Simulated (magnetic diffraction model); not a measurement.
**Which magnetic order? LiCrAg₂Cl₆**

Space group Fm-3m (no. 225), a = 9.6980 Å.

| site | atom | x | y | z |
| --- | --- | --- | --- | --- |
| 8c | Ag | 1/4 | 1/4 | 3/4 |
| 4a | Cr | 0 | 0 | 0 |
| 24e | Cl | 0 | 0 | 0.7659 |
| 4b | Li | 1/2 | 0 | 0 |

This is a made-up structure (elements placed in a structure type, unrelaxed), so the numbers test the method and describe no known phase.

Only Cr is taken to order (form factors of Cr3+); orders and moment sizes are assumed, and not adapted to the symmetry. Radiation: neutrons of λ = 2.41 Å, 8° to 90°; isotropic B of 0.26 Å² (Ag), 0.27 Å² (Cr), 0.28 Å² (Cl) and 0.46 Å² (Li). Simulated constant-wavelength pattern: nuclear and magnetic terms add, the magnetic one as |2.695 fm × Σ f S⊥ exp(2πi Q·r) exp(−B s²)|², summed over all Q at one angle with the factor 1/(sin²θ cos θ). For collinear order S is the moment m, which repeats by lattice and centring translations R with the sign exp(−2πi k·R). Free-ion form factors, Sears's scattering lengths of 1992, no absorption; a label names one of the reflections at its angle. The strongest nuclear line in the range is 100, and lines under 0.2 are left out.

Above the ordering temperature:

```tsv
2θ (°)	index	I
24.86	(1 1 1)	10.8
28.78	(2 0 0)	4.3
41.15	(2 2 0)	1.1
48.67	(3 1 1)	1.0
50.99	(2 2 2)	100.0
59.60	(4 0 0)	63.8
65.59	(3 3 1)	0.7
67.51	(4 2 0)	2.8
74.99	(4 2 2)	1.5
80.43	(5 1 1)	13.5
89.32	(4 4 0)	72.8
```

Below it (cell unchanged):

```csv
2θ (°),I
14.28,2.4
20.24,2.2
24.86,10.8
28.78,4.3
32.26,1.6
35.44,1.2
41.15,1.1
43.77,0.9
46.27,0.6
48.67,1.0
50.99,100.0
53.23,0.4
55.41,0.7
59.60,63.8
61.63,0.5
63.63,0.4
65.59,0.7
67.51,2.8
69.42,0.4
74.99,1.5
78.63,0.4
80.43,13.5
84.00,0.3
89.32,72.8
```

**Question.** Check that the new lines index with k = (0 1 0), then choose among these models:
A. collinear moments along [111], 2.86 μB on Cr
B. collinear moments along [110], 2.86 μB on Cr
C. collinear moments along [101], 2.86 μB on Cr

The new lines index as (0 1 0) at 14.28°, (1 0 1) at 20.24°, (2 1 0) at 32.26° and (1 2 1) at 35.44°, that is as H ± k with k = (0 1 0), one of 3 inequivalent arms of its star (k and −k counted as one), which a powder can't tell apart. The indices are whole but break the lattice centring, so the moments reverse under a centring translation, those with k·t a half-integer.

Magnetic intensity, observed (below minus above) and for each model:

| 2θ (°) | index | observed | A | B | C |
| --- | --- | --- | --- | --- | --- |
| 14.28 | (0 1 0) | 2.4 | 2.4 | 1.8 | 3.5 |
| 20.24 | (1 0 -1) | 2.2 | 2.2 | 2.5 | 1.7 |
| 32.26 | (2 1 0) | 1.6 | 1.6 | 1.6 | 1.4 |
| 35.44 | (1 2 1) | 1.2 | 1.2 | 1.1 | 1.5 |
| 43.77 | (2 1 2) | 0.9 | 0.9 | 0.9 | 0.9 |
| 46.27 | (3 0 1) | 0.6 | 0.6 | 0.7 | 0.5 |
| 53.23 | (2 3 0) | 0.4 | 0.4 | 0.4 | 0.5 |
| 55.41 | (3 2 1) | 0.7 | 0.7 | 0.8 | 0.7 |

Model A matches.

The structure used: k = (0 1 0), collinear moments along [111], 2.86 μB on Cr.

[Logs are printed without paths, hosts, clocks, repeated set-up lines and the standing remarks that a program may print on its own settings, such as how far it seeks lower states.]
